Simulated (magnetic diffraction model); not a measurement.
# Magnetic neutron pattern of Cr₂CdAs₂

Space group I4/mmm (no. 139), a = 3.7150 Å, c = 11.5690 Å.

| site | atom | x | y | z |
| --- | --- | --- | --- | --- |
| 2a | Cd | 0 | 0 | 0 |
| 4e | As | 1/2 | 1/2 | 0.1452 |
| 4d | Cr | 1/2 | 0 | 1/4 |

This is a made-up structure (elements placed in a structure type, unrelaxed), so the numbers test the method and describe no known phase.

Only Cr is taken to order (form factors of Cr2+); orders and moment sizes are assumed, and not adapted to the symmetry. Radiation: neutrons of λ = 1.8 Å (absorption by Cd left out), 1.5° to 75°; isotropic B of 0.41 Å² (Cd), 0.48 Å² (As) and 0.4 Å² (Cr). Simulated constant-wavelength pattern: nuclear and magnetic terms add, the magnetic one as |2.695 fm × Σ f S⊥ exp(2πi Q·r) exp(−B s²)|², summed over all Q at one angle with the factor 1/(sin²θ cos θ). For a modulated order the moment at position r is S exp(−2πi k·r) + c.c., with S = m/2 for a sine wave of amplitude m and S = m(u + iv)/2 for moments turning in a plane, u and v being orthogonal unit vectors in it; the phase factor of the sum at Q = H + k is then exp(2πi H·r). Free-ion form factors, Sears's scattering lengths of 1992, no absorption; a label names one of the reflections at its angle. The strongest nuclear line in the range is 100, and lines under 0.2 are left out.

Assume the order k = (0 0 1/5), moments turning in the plane of [100] and [010], 1.86 μB on Cr; signs + at (1/2, 0, 1/4), + at (0, 1/2, 1/4).

Q: Where does magnetic intensity appear, and how strong is it?

```
2θ (°)       index  nuclear  magnetic
  1.78   (0 0 1/5)      0.0    1978.5
 16.10   (0 0 9/5)      0.0      21.1
 17.90     (0 0 2)     12.9       0.0
 19.71  (0 0 11/5)      0.0      13.2
 29.48     (1 0 1)      6.0       0.0
 34.39  (0 0 19/5)      0.0       2.9
 38.14  (0 0 21/5)      0.0       2.1
 39.31     (1 0 3)    100.0       0.0
 40.07     (1 1 0)     19.4       0.0
 40.12   (1 1 1/5)      0.0       3.5
 43.45   (1 1 9/5)      0.0       3.0
 44.21     (1 1 2)     22.0       0.0
 45.04  (1 1 11/5)      0.0       2.8
 53.64  (0 0 29/5)      0.0       0.6
 53.81  (1 1 19/5)      0.0       1.7
 54.55     (1 0 5)      9.1       0.0
 55.14     (1 1 4)     36.6       0.0
 55.65     (0 0 6)      2.1       0.0
 56.51  (1 1 21/5)      0.0       1.4
 57.67  (0 0 31/5)      0.0       0.4
 57.96     (2 0 0)     55.9       0.0
 57.99   (2 0 1/5)      0.0       0.8
 60.58   (2 0 9/5)      0.0       0.8
 61.18     (2 0 2)      5.2       0.0
 61.84  (2 0 11/5)      0.0       0.7
 66.36     (2 1 1)      2.8       0.0
 69.02  (1 1 29/5)      0.0       0.6
 69.16  (2 0 19/5)      0.0       0.5
 70.76     (1 1 6)     57.5       0.0
 71.52  (2 0 21/5)      0.0       0.4
 72.29     (2 1 3)     71.0       0.0
 72.54  (1 1 31/5)      0.0       0.5
 73.17     (1 0 7)      8.1       0.0
```

The strongest magnetic line in the range is (0 0 1/5) at 1.78° (1978.5). On top of the Lorentz factor, which all lines share, magnetic lines fade with angle because f falls: for Cr2+ it is 0.88, 0.62, 0.37 and 0.09 at sin θ/λ = 0.1, 0.2, 0.3 and 0.5 Å⁻¹, while nuclear lengths stay constant. The order has no net moment.

[Logs are printed without paths, hosts, clocks, repeated set-up lines and the standing remarks that a program may print on its own settings, such as how far it seeks lower states.]
